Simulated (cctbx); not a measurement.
# Diagnosing a refinement

Cell a = 4.6150 Å, b = 11.7290 Å, c = 14.9410 Å, α = 90.00°, β = 90.00°, γ = 90.00°; space group Cmcm (no. 63).

Simulated single-crystal data (cctbx): Cu Kα, λ = 1.54184 Å, to d = 0.83 Å, 80 % of the full sphere, strongest reflection 70000 counts, noise from counting, a 1.5 % proportional error and a noise floor of 2 counts (s.d.); no absorption.

An anisotropic refinement with weights 1/σ² prints:

```text
Rint 0.017, 438 unique reflections to 0.83 A
cycle     R1     wR2    GooF  max shift (A)
   1  0.0637  0.1618  11.917   0.00270
   2  0.0200  0.0554   4.079   0.00001
final R1 0.0200 wR2 0.0554 GooF 4.079  parameters 26  data/parameter 16.8
atom        x        y        z      Ueq    occ   su(xyz)  su(Uiso or U11)
Pb1    0.00000  0.33554  0.75000   0.0093  1.000  0.00007  0.0004
Pb2    0.50000  0.11688  0.95510   0.0058  1.000  0.00005  0.0003
Lu1    0.50000  0.14211  0.75000   0.0066  1.000  0.00009  0.0005
Er1    0.50000  0.42333  0.88374   0.0015  1.000  0.00007  0.0004  NPD
Co1    0.50000  0.28855  0.41574   0.0107  1.000  0.00021  0.0012
difference map: max 3.97 min -1.19 rms 0.42
Q1    0.0000  0.0836  0.1326    8    4.02  0.26 A from Er1
Q2    0.0000  0.2809  0.0846    8    0.64  1.34 A from Pb2
Q3    0.0000  0.4503  0.6485    8    0.59  2.03 A from Pb1
Q4    0.2302  0.1735  0.1345   16    0.57  1.58 A from Er1
Q5    0.0000  0.0698  0.0007    8    0.54  1.73 A from Er1
Q6    0.2530  0.1621  0.2500    8    0.51  1.14 A from Pb1
```

Q: Accept it or mend it, and why?

Mend it. The fault: wrong element: Er1 is Lu. Against the right model at the same level, R1 goes from 0.0054 to 0.0200 and GooF from 0.88 to 4.08, U of Er1 shrinks from 0.0094 to 0.0015 Å², the top difference peak, 4.0 e/Å³, lies on Er1 and Er1 goes non-positive-definite. Er1 has 3 electrons too few and its U shrinks to make up, as expected.

The compound is Lu3Co2Pb3. The right model at the same level gives:

```text
Rint 0.017, 438 unique reflections to 0.83 A
cycle     R1     wR2    GooF  max shift (A)
   1  0.0113  0.0281   2.072   0.00067
   2  0.0054  0.0119   0.878   0.00000
final R1 0.0054 wR2 0.0119 GooF 0.878  parameters 26  data/parameter 16.8
atom        x        y        z      Ueq    occ   su(xyz)  su(Uiso or U11)
Pb1    0.00000  0.33556  0.75000   0.0084  1.000  0.00002  0.0001
Pb2    0.50000  0.11690  0.95509   0.0049  1.000  0.00001  0.0001
Lu1    0.50000  0.14210  0.75000   0.0058  1.000  0.00002  0.0001
Lu2    0.50000  0.42329  0.88372   0.0094  1.000  0.00001  0.0001
Co1    0.50000  0.28830  0.41578   0.0099  1.000  0.00005  0.0003
difference map: max 0.44 min -0.49 rms 0.11
Q1    0.0000  0.4696  0.6409    8    0.45  2.25 A from Pb2
Q2    0.0000  0.4696  0.1999    8    0.38  1.51 A from Lu1
Q3    0.0000  0.3884  0.6615    8    0.36  1.46 A from Pb1
Q4    0.0000  0.4065  0.2500    4    0.35  0.57 A from Lu1
Q5    0.0000  0.2764  0.0788    8    0.35  1.35 A from Pb2
Q6    0.0000  0.0821  0.6392    8    0.35  1.73 A from Co1
```

The model is made up (kin elements in a known structure type, no relaxation), so it says nothing on whether the phase exists.

[Middle refinement cycles are left out of these outputs.]

[Logs are printed without paths, hosts, clocks, repeated set-up lines and the standing remarks that a program may print on its own settings, such as how far it seeks lower states.]
